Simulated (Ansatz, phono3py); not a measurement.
**Scattering channels in LiF (Griceite, Fm-3m), one at a time**

Wanted: the sensitivity of κ of LiF (Griceite) to the choices of the transport step.

Experimental results on record:
- thermal conductivity 17.6 W/m/K near room temperature (given in “Combining the AFLOW GIBBS and Elastic Libraries to efficiently and robustly screen thermo-mechanical properties of solids”, 2017, arXiv:1611.05714)
- thermal conductivity 17.6 W/m/K near room temperature (given in “Predicting the lattice thermal conductivity of solids by solving the Boltzmann transport equation: AFLOW - AAPL an automated, accurate and efficient framework”, 2017, arXiv:1611.05481)

Main program and level: phono3py 4.10.0; DFT LDA, scalar-relativistic, plane waves, PAW; phono3py on Ansatz's force constants.

### 1. The structure

It takes space group Fm-3m (No. 225, cubic). Conventional cell: a = 3.909 Å, b = 3.909 Å, c = 3.909 Å, α = 90.00°, β = 90.00°, γ = 90.00°. Nearest to Li lie 6 F at 1.95 Å. F has 6 Li at 1.95 Å nearest. Farther neighbours and most contacts between anions are not listed.

### 2. Relaxation-time solution

The base run: each mode relaxes on its own with natural isotopes, and rates are split into normal and umklapp parts.

The input, phono3py.yaml:

```yaml
phono3py:
  version: "4.10.0"
  frequency_unit_conversion_factor: 15.633302
  symmetry_tolerance: 1.00000e-05

physical_unit:
  atomic_mass: "AMU"
  length: "angstrom"

space_group:
  type: "Fm-3m"
  number: 225
  Hall_symbol: "-F 4 2 3"

primitive_matrix:
- [  1.000000000000000,  0.000000000000000,  0.000000000000000 ]
- [  0.000000000000000,  1.000000000000000,  0.000000000000000 ]
- [  0.000000000000000,  0.000000000000000,  1.000000000000000 ]

supercell_matrix:
- [   4,   0,   0 ]
- [   0,   4,   0 ]
- [   0,   0,   4 ]

# [primitive_cell block left out]
unit_cell:
  lattice:
  - [     0.000000000000000,     1.954454422100000,     1.954454422100000 ] # a
  - [     1.954454422100000,     0.000000000000000,     1.954454422100000 ] # b
  - [     1.954454422100000,     1.954454422100000,     0.000000000000000 ] # c
  points:
  - symbol: Li # 1
    coordinates: [  0.000000000000000,  0.000000000000000,  0.000000000000000 ]
    mass: 6.940000
    reduced_to: 1
  - symbol: F # 2
    coordinates: [  0.500000000000000,  0.500000000000000,  0.500000000000000 ]
    mass: 18.998403
    reduced_to: 2

# [supercell block left out]
phonon_supercell_matrix:
- [   8,   0,   0 ]
- [   0,   8,   0 ]
- [   0,   0,   8 ]

# [phonon_primitive_cell block left out]
# [phonon_supercell block left out]
nac:
  born_effective_charge:
  - # 1 (Li)
    - [  1.040537852420564,  0.000000000000000,  0.000000000000000 ]
    - [  0.000000000000000,  1.040537852420565,  0.000000000000000 ]
    - [  0.000000000000000,  0.000000000000000,  1.040537852420565 ]
  - # 2 (F)
    - [ -1.040537852420564,  0.000000000000000,  0.000000000000000 ]
    - [  0.000000000000000, -1.040537852420565,  0.000000000000000 ]
    - [  0.000000000000000,  0.000000000000000, -1.040537852420565 ]
  dielectric_constant:
    - [  2.118186703513531,  0.000000000000000,  0.000000000000000 ]
    - [  0.000000000000000,  2.118186703513531,  0.000000000000000 ]
    - [  0.000000000000000,  0.000000000000000,  2.118186703513531 ]
  unit_conversion_factor: 14.399645
```

The run is started by

```console
$ phono3py phono3py.yaml --mesh 27 27 27 --br --isotope --nu --ts 100 150 200 300 400 500 600 800
```

Log:

```text
Rust backend (phonors) using rayon (16 threads).
Running in phono3py.load mode.
Spglib version 2.8.0
----------------------------- General settings -----------------------------
Run mode: conductivity-RTA
HDF5 data compression filter: gzip
Crystal structure was read from "phono3py.yaml".
Supercell (dim): [4 4 4]
Phonon supercell (dim-fc2): [8 8 8]
Primitive matrix:
  [1. 0. 0.]
  [0. 1. 0.]
  [0. 0. 1.]
Spacegroup: Fm-3m (225)
Use -v option to watch primitive cell, unit cell, and supercell structures.
NAC parameters were read from "phono3py.yaml".
fc3 was read from "fc3.hdf5".
fc2 was read from "fc2.hdf5".
----------------------------- Force constants ------------------------------
Max drift of fc3: -0.00000000 (xxx) -0.00000000 (xxx) -0.00000000 (xxx)
Max drift of fc2: -0.00000000 (zz) -0.00000000 (zz)
--------------------------- Calculation settings ---------------------------
Non-analytical term correction (NAC): True
NAC unit conversion factor:  14.39964
BZ integration: Tetrahedron-method
Temperature:  100.0  150.0  200.0  300.0  400.0 ... 800.0
Cutoff frequency: 0.01
Mesh sampling: [ 27 27 27 ]
Generating grid system ... [ 27 27 27 ]
fc3-r2q-transformation over three atoms: True
--------------------------- Phonon calculations ----------------------------
Use NAC by Gonze et al. (no real space sum in current implementation)
  PRB 50, 13035(R) (1994), PRB 55, 10355 (1997)
  G-cutoff distance: 1.69, Number of G-points: 307, Lambda: 0.26
Running harmonic phonon calculations...
-------------------- Lattice thermal conductivity (RTA) --------------------
Running heat capacity calculations...
Running velocity calculations...
Running isotope scattering calculations with tetrahedron method...
======================= Grid point 0 (1/560) =======================
q-point: ( 0.00  0.00  0.00)
Boundary mean free path (millimeter): 1000.000
Mass variance parameters: 1.46e-03 0.00e+00
Number of triplets: 560
Frequency     group velocity (x, y, z)     |gv|
   0.000   (   0.000    0.000    0.000)    0.000
   0.000   (   0.000    0.000    0.000)    0.000
   0.000   (   0.000    0.000    0.000)    0.000
  10.169   (   0.000    0.000    0.000)    0.000
  10.169   (   0.000    0.000    0.000)    0.000
  10.169   (   0.000    0.000    0.000)    0.000
======================= Grid point 1 (2/560) =======================
q-point: ( 0.04  0.00  0.00)
Boundary mean free path (millimeter): 1000.000
Mass variance parameters: 1.46e-03 0.00e+00
Number of triplets: 1834
Frequency     group velocity (x, y, z)     |gv|
   0.738   ( -25.876   25.876   25.876)   44.818
   0.738   ( -25.876   25.876   25.876)   44.818
   1.289   ( -45.197   45.197   45.197)   78.283
  10.163   (   0.393   -0.393   -0.393)    0.680
  10.163   (   0.393   -0.393   -0.393)    0.680
  20.018   (   0.887   -0.887   -0.887)    1.536
[557 grid points left out]
======================= Grid point 4784 (560/560) =======================
q-point: (-0.26  0.48  0.22)
Boundary mean free path (millimeter): 1000.000
Mass variance parameters: 1.46e-03 0.00e+00
Number of triplets: 5110
Frequency     group velocity (x, y, z)     |gv|
   8.640   (   6.836    2.097    0.000)    7.150
   9.925   (  -5.012   20.286    0.000)   20.896
  10.086   (   1.828  -19.767   -0.000)   19.851
  11.778   (  20.176    2.610    0.000)   20.344
  12.772   ( -23.142   18.141   -0.000)   29.405
  12.831   (   1.738  -20.260   -0.000)   20.335
=================== End of collection of collisions ===================
----------- Thermal conductivity (W/m-k) with tetrahedron method -----------
#  T(K)        xx         yy         zz         yz         xz         xy
  100.0      96.707     96.707     96.707      0.000      0.000     -0.000
  150.0      49.498     49.498     49.498      0.000      0.000     -0.000
  200.0      33.278     33.278     33.278      0.000      0.000     -0.000
  300.0      20.401     20.401     20.401      0.000      0.000     -0.000
  400.0      14.865     14.865     14.865      0.000      0.000     -0.000
  500.0      11.744     11.744     11.744      0.000      0.000     -0.000
  600.0       9.725      9.725      9.725      0.000      0.000     -0.000
  800.0       7.253      7.253      7.253      0.000      0.000     -0.000

Thermal conductivity related properties were written into
"kappa-m272727.hdf5".
Summary of calculation was written in "phono3py.yaml".
```

Wall time 15 min (16 threads of Arm Neoverse N1, shared host); peak memory 0.61 GiB.

Numbers from this step:

```yaml
kappa_at_300_k: 20.4 W/m/K
kappa_xx_yy_zz_at_300_k: 20.4, 20.4, 20.4 W/m/K
normal_share_of_three_phonon_scattering_at_300_k: 0.611
```

W/m/K. Kappa, by row:

```csv
T (K),xx,yy,zz,yz,xz,xy
100,96.71,96.71,96.71,0,0,0
150,49.5,49.5,49.5,0,0,0
200,33.28,33.28,33.28,0,0,0
300,20.4,20.4,20.4,0,0,0
400,14.87,14.87,14.87,0,0,0
500,11.74,11.74,11.74,0,0,0
600,9.725,9.725,9.725,0,0,0
800,7.253,7.253,7.253,0,0,0
```

Table of lattice thermal conductivity, xx by temperature:

```csv
temperature (K),"lattice thermal conductivity, xx (W/m/K)"
100,96.7
150,49.5
200,33.3
300,20.4
400,14.9
500,11.7
600,9.72
800,7.25
```

The mean scattering rate at 300 K by frequency:

```csv
frequency (THz),normal (1/ps),umklapp (1/ps)
0.42,0.0526,0.00191
1.25,0.0646,0.011
2.09,0.152,0.0467
2.92,0.276,0.0877
3.76,0.487,0.176
4.59,0.471,0.198
5.43,0.456,0.219
6.26,0.519,0.279
7.10,0.458,0.364
7.93,0.323,0.297
8.77,0.293,0.218
9.60,0.455,0.258
10.44,0.682,0.318
11.27,0.812,0.532
12.11,0.786,0.702
12.94,0.667,1.12
13.78,1.34,1.16
14.61,1.78,1.58
15.45,2.68,2.08
16.28,4.18,2.9
17.12,7.42,5.32
17.95,9.93,7.72
18.79,6.83,5.62
19.62,5.71,2.52
```

The base value at 300 K is 20.4 W/(m K).

The lattice thermal conductivity, xx is 20.4 W/m/K at 300 K, going as T^-1.1 above 200 K.

### 3. Two programs, one set of constants

This step: DFT LDA, scalar-relativistic, plane waves, PAW (Ansatz 0.2.0).

Ansatz's figure includes its coherence part. Comparison, by row:

```csv
T (K),Ansatz RTA (W/m/K),phono3py RTA (W/m/K),difference (%)
100,96.81,96.71,-0.1
150,49.64,49.5,-0.28
200,33.47,33.28,-0.57
300,20.69,20.4,-1.4
400,15.22,14.87,-2.3
500,12.15,11.74,-3.37
600,10.18,9.725,-4.47
800,7.774,7.253,-6.7
```

### 4. Without isotopes, third order supercell 4×4×4, supercell 8×8×8

Leaving out the isotope term shows how much the natural mass disorder scatters.

This step: DFT LDA, scalar-relativistic, plane waves, PAW; phono3py on Ansatz's force constants (phono3py 4.10.0).

phono3py.yaml is that of step 2.

The run is started by

```console
$ phono3py phono3py.yaml --mesh 27 27 27 --br --ts 100 150 200 300 400 500 600 800
```

Log:

```text
[banner, memory and clock lines left out]
Rust backend (phonors) using rayon (16 threads).
Running in phono3py.load mode.
Spglib version 2.8.0
----------------------------- General settings -----------------------------
Run mode: conductivity-RTA
HDF5 data compression filter: gzip
Crystal structure was read from "phono3py.yaml".
Supercell (dim): [4 4 4]
Phonon supercell (dim-fc2): [8 8 8]
Primitive matrix:
  [1. 0. 0.]
  [0. 1. 0.]
  [0. 0. 1.]
Spacegroup: Fm-3m (225)
Use -v option to watch primitive cell, unit cell, and supercell structures.
NAC parameters were read from "phono3py.yaml".
fc3 was read from "fc3.hdf5".
fc2 was read from "fc2.hdf5".
----------------------------- Force constants ------------------------------
Max drift of fc3: -0.00000000 (xxx) -0.00000000 (xxx) -0.00000000 (xxx)
Max drift of fc2: -0.00000000 (zz) -0.00000000 (zz)
--------------------------- Calculation settings ---------------------------
Non-analytical term correction (NAC): True
NAC unit conversion factor:  14.39964
BZ integration: Tetrahedron-method
Temperature:  100.0  150.0  200.0  300.0  400.0 ... 800.0
Cutoff frequency: 0.01
Mesh sampling: [ 27 27 27 ]
Generating grid system ... [ 27 27 27 ]
fc3-r2q-transformation over three atoms: True
--------------------------- Phonon calculations ----------------------------
  PRB 50, 13035(R) (1994), PRB 55, 10355 (1997)
  G-cutoff distance: 1.69, Number of G-points: 307, Lambda: 0.26
Running harmonic phonon calculations...
-------------------- Lattice thermal conductivity (RTA) --------------------
Running heat capacity calculations...
Running velocity calculations...
======================= Grid point 0 (1/560) =======================
q-point: ( 0.00  0.00  0.00)
Boundary mean free path (millimeter): 1000.000
Number of triplets: 560
Frequency     group velocity (x, y, z)     |gv|
   0.000   (   0.000    0.000    0.000)    0.000
   0.000   (   0.000    0.000    0.000)    0.000
   0.000   (   0.000    0.000    0.000)    0.000
  10.169   (   0.000    0.000    0.000)    0.000
  10.169   (   0.000    0.000    0.000)    0.000
  10.169   (   0.000    0.000    0.000)    0.000
======================= Grid point 1 (2/560) =======================
q-point: ( 0.04  0.00  0.00)
Boundary mean free path (millimeter): 1000.000
Number of triplets: 1834
Frequency     group velocity (x, y, z)     |gv|
   0.738   ( -25.876   25.876   25.876)   44.818
   0.738   ( -25.876   25.876   25.876)   44.818
   1.289   ( -45.197   45.197   45.197)   78.283
  10.163   (   0.393   -0.393   -0.393)    0.680
  10.163   (   0.393   -0.393   -0.393)    0.680
  20.018   (   0.887   -0.887   -0.887)    1.536
[557 grid points left out]
======================= Grid point 4784 (560/560) =======================
q-point: (-0.26  0.48  0.22)
Boundary mean free path (millimeter): 1000.000
Number of triplets: 5110
Frequency     group velocity (x, y, z)     |gv|
   8.640   (   6.836    2.097    0.000)    7.150
   9.925   (  -5.012   20.286    0.000)   20.896
  10.086   (   1.828  -19.767   -0.000)   19.851
  11.778   (  20.176    2.610    0.000)   20.344
  12.772   ( -23.142   18.141   -0.000)   29.405
  12.831   (   1.738  -20.260   -0.000)   20.335
=================== End of collection of collisions ===================
----------- Thermal conductivity (W/m-k) with tetrahedron method -----------
#  T(K)        xx         yy         zz         yz         xz         xy
  100.0     100.203    100.203    100.203      0.000      0.000     -0.000
  150.0      51.063     51.063     51.063      0.000      0.000     -0.000
  200.0      34.208     34.208     34.208      0.000      0.000     -0.000
  300.0      20.840     20.840     20.840      0.000      0.000     -0.000
  400.0      15.120     15.120     15.120      0.000      0.000     -0.000
  500.0      11.910     11.910     11.910      0.000      0.000     -0.000
  600.0       9.842      9.842      9.842      0.000      0.000     -0.000
  800.0       7.320      7.320      7.320      0.000      0.000     -0.000

Thermal conductivity related properties were written into
"kappa-m272727.hdf5".
Summary of calculation was written in "phono3py.yaml".
```

The job ended after 14 min (16 threads; peak memory 0.61 GiB; 3.7 h of CPU time).

This step gave:

- κ at 300 K: 20.84 W/m/K
- κ xx, yy, zz at 300 K: 20.84, 20.84, 20.84 W/m/K

W/m/K. Kappa, by row:

| T (K) | xx | yy | zz | yz | xz | xy |
| --- | --- | --- | --- | --- | --- | --- |
| 100 | 100.2 | 100.2 | 100.2 | 0 | 0 | 0 |
| 150 | 51.06 | 51.06 | 51.06 | 0 | 0 | 0 |
| 200 | 34.21 | 34.21 | 34.21 | 0 | 0 | 0 |
| 300 | 20.84 | 20.84 | 20.84 | 0 | 0 | 0 |
| 400 | 15.12 | 15.12 | 15.12 | 0 | 0 | 0 |
| 500 | 11.91 | 11.91 | 11.91 | 0 | 0 | 0 |
| 600 | 9.842 | 9.842 | 9.842 | 0 | 0 | 0 |
| 800 | 7.32 | 7.32 | 7.32 | 0 | 0 | 0 |

κ at 300 K goes from 20.4 in the base run to 20.8 W/(m K).

### 5. Another q-mesh, third order supercell 4×4×4, supercell 8×8×8

The q-mesh of the transport sums changes, with the same scattering terms.

phono3py.yaml is that of step 4.

The run is started by

```console
$ phono3py phono3py.yaml --mesh 5 5 5 --br --isotope --ts 100 300 600
```

Log:

```text
[banner, memory and clock lines left out]
Rust backend (phonors) using rayon (16 threads).
Running in phono3py.load mode.
Spglib version 2.8.0
----------------------------- General settings -----------------------------
Run mode: conductivity-RTA
HDF5 data compression filter: gzip
Crystal structure was read from "phono3py.yaml".
Supercell (dim): [4 4 4]
Phonon supercell (dim-fc2): [8 8 8]
Primitive matrix:
  [1. 0. 0.]
  [0. 1. 0.]
  [0. 0. 1.]
Spacegroup: Fm-3m (225)
Use -v option to watch primitive cell, unit cell, and supercell structures.
NAC parameters were read from "phono3py.yaml".
fc3 was read from "fc3.hdf5".
fc2 was read from "fc2.hdf5".
----------------------------- Force constants ------------------------------
Max drift of fc3: -0.00000000 (xxx) -0.00000000 (xxx) -0.00000000 (xxx)
Max drift of fc2: -0.00000000 (zz) -0.00000000 (zz)
--------------------------- Calculation settings ---------------------------
Non-analytical term correction (NAC): True
NAC unit conversion factor:  14.39964
BZ integration: Tetrahedron-method
Temperature:  100.0  300.0  600.0
Cutoff frequency: 0.01
Mesh sampling: [ 5 5 5 ]
Generating grid system ... [ 5 5 5 ]
fc3-r2q-transformation over three atoms: True
--------------------------- Phonon calculations ----------------------------
  PRB 50, 13035(R) (1994), PRB 55, 10355 (1997)
  G-cutoff distance: 1.69, Number of G-points: 307, Lambda: 0.26
Running harmonic phonon calculations...
-------------------- Lattice thermal conductivity (RTA) --------------------
Running heat capacity calculations...
Running velocity calculations...
Running isotope scattering calculations with tetrahedron method...
======================= Grid point 0 (1/10) =======================
q-point: ( 0.00  0.00  0.00)
Boundary mean free path (millimeter): 1000.000
Mass variance parameters: 1.46e-03 0.00e+00
Number of triplets: 10
Frequency     group velocity (x, y, z)     |gv|
   0.000   (   0.000    0.000    0.000)    0.000
   0.000   (   0.000    0.000    0.000)    0.000
   0.000   (   0.000    0.000    0.000)    0.000
  10.169   (   0.000    0.000    0.000)    0.000
  10.169   (   0.000    0.000    0.000)    0.000
  10.169   (   0.000    0.000    0.000)    0.000
======================= Grid point 1 (2/10) =======================
q-point: ( 0.20  0.00  0.00)
Boundary mean free path (millimeter): 1000.000
Mass variance parameters: 1.46e-03 0.00e+00
Number of triplets: 19
Frequency     group velocity (x, y, z)     |gv|
   3.799   ( -22.303   22.303   22.303)   38.630
   3.799   ( -22.303   22.303   22.303)   38.630
   6.639   ( -38.945   38.945   38.945)   67.454
  10.073   (   1.746   -1.746   -1.746)    3.024
  10.073   (   1.746   -1.746   -1.746)    3.024
  19.709   (   4.177   -4.177   -4.177)    7.234
[7 grid points left out]
======================= Grid point 40 (10/10) =======================
q-point: ( 0.60  0.40  0.20)
Boundary mean free path (millimeter): 1000.000
Mass variance parameters: 1.46e-03 0.00e+00
Number of triplets: 39
Frequency     group velocity (x, y, z)     |gv|
   8.074   (   0.000    3.837   17.217)   17.640
   9.138   (   0.000   25.063   11.307)   27.495
  10.368   (  -0.000   -5.018    7.295)    8.854
  11.016   (  -0.000   -7.154   16.987)   18.432
  12.073   (  -0.000   16.497    6.679)   17.798
  14.629   (  -0.000  -10.642  -38.392)   39.840
=================== End of collection of collisions ===================
----------- Thermal conductivity (W/m-k) with tetrahedron method -----------
#  T(K)        xx         yy         zz         yz         xz         xy
  100.0      95.527     95.527     95.527      0.000     -0.000     -0.000
  300.0      23.100     23.100     23.100      0.000     -0.000     -0.000
  600.0      11.008     11.008     11.008      0.000     -0.000     -0.000

Thermal conductivity related properties were written into
"kappa-m555.hdf5".
Summary of calculation was written in "phono3py.yaml".
```

The job ended after 23 s (16 threads; peak memory 0.61 GiB; 24 s of CPU time).

This step gave:

```
κ at 300 K            : 23.1 W/m/K
κ xx, yy, zz at 300 K : 23.1, 23.1, 23.1 W/m/K
```

W/m/K. Kappa, by row:

| T (K) | xx | yy | zz | yz | xz | xy |
| --- | --- | --- | --- | --- | --- | --- |
| 100 | 95.53 | 95.53 | 95.53 | 0 | 0 | 0 |
| 300 | 23.1 | 23.1 | 23.1 | 0 | 0 | 0 |
| 600 | 11.01 | 11.01 | 11.01 | 0 | 0 | 0 |

κ at 300 K goes from 20.4 in the base run to 23.1 W/(m K).

### 6. Another q-mesh, third order supercell 4×4×4, supercell 8×8×8 (run 2)

The q-mesh of the transport sums changes, with the same scattering terms.

phono3py.yaml is that of step 5.

The run is started by

```console
$ phono3py phono3py.yaml --mesh 9 9 9 --br --isotope --ts 100 300 600
```

Log:

```text
[banner, memory and clock lines left out]
Rust backend (phonors) using rayon (16 threads).
Running in phono3py.load mode.
Spglib version 2.8.0
----------------------------- General settings -----------------------------
Run mode: conductivity-RTA
HDF5 data compression filter: gzip
Crystal structure was read from "phono3py.yaml".
Supercell (dim): [4 4 4]
Phonon supercell (dim-fc2): [8 8 8]
Primitive matrix:
  [1. 0. 0.]
  [0. 1. 0.]
  [0. 0. 1.]
Spacegroup: Fm-3m (225)
Use -v option to watch primitive cell, unit cell, and supercell structures.
[...]
12.400   (  -0.000   18.666    4.344)   19.165
  13.652   (  -0.000  -14.830  -33.876)   36.980
=================== End of collection of collisions ===================
----------- Thermal conductivity (W/m-k) with tetrahedron method -----------
#  T(K)        xx         yy         zz         yz         xz         xy
  100.0      82.819     82.819     82.819      0.000     -0.000     -0.000
  300.0      19.555     19.555     19.555      0.000     -0.000     -0.000
  600.0       9.417      9.417      9.417      0.000     -0.000     -0.000

Thermal conductivity related properties were written into
"kappa-m999.hdf5".
Summary of calculation was written in "phono3py.yaml".
```

Elapsed: 26 s, on 16 threads; peak memory 0.61 GiB.

κ at 300 K goes from 20.4 in the base run to 19.6 W/(m K).

(Continued in part 2 of 3.)

[Logs are printed without paths, hosts, clocks, repeated set-up lines and the standing remarks that a program may print on its own settings, such as how far it seeks lower states.]

[Hosts, paths, dates, database ids (printed as entryN), source tags and the programs' standing remarks are cut or masked in the printed files.]

[A step with changed settings may run another functional than the one named; its input shows which.]
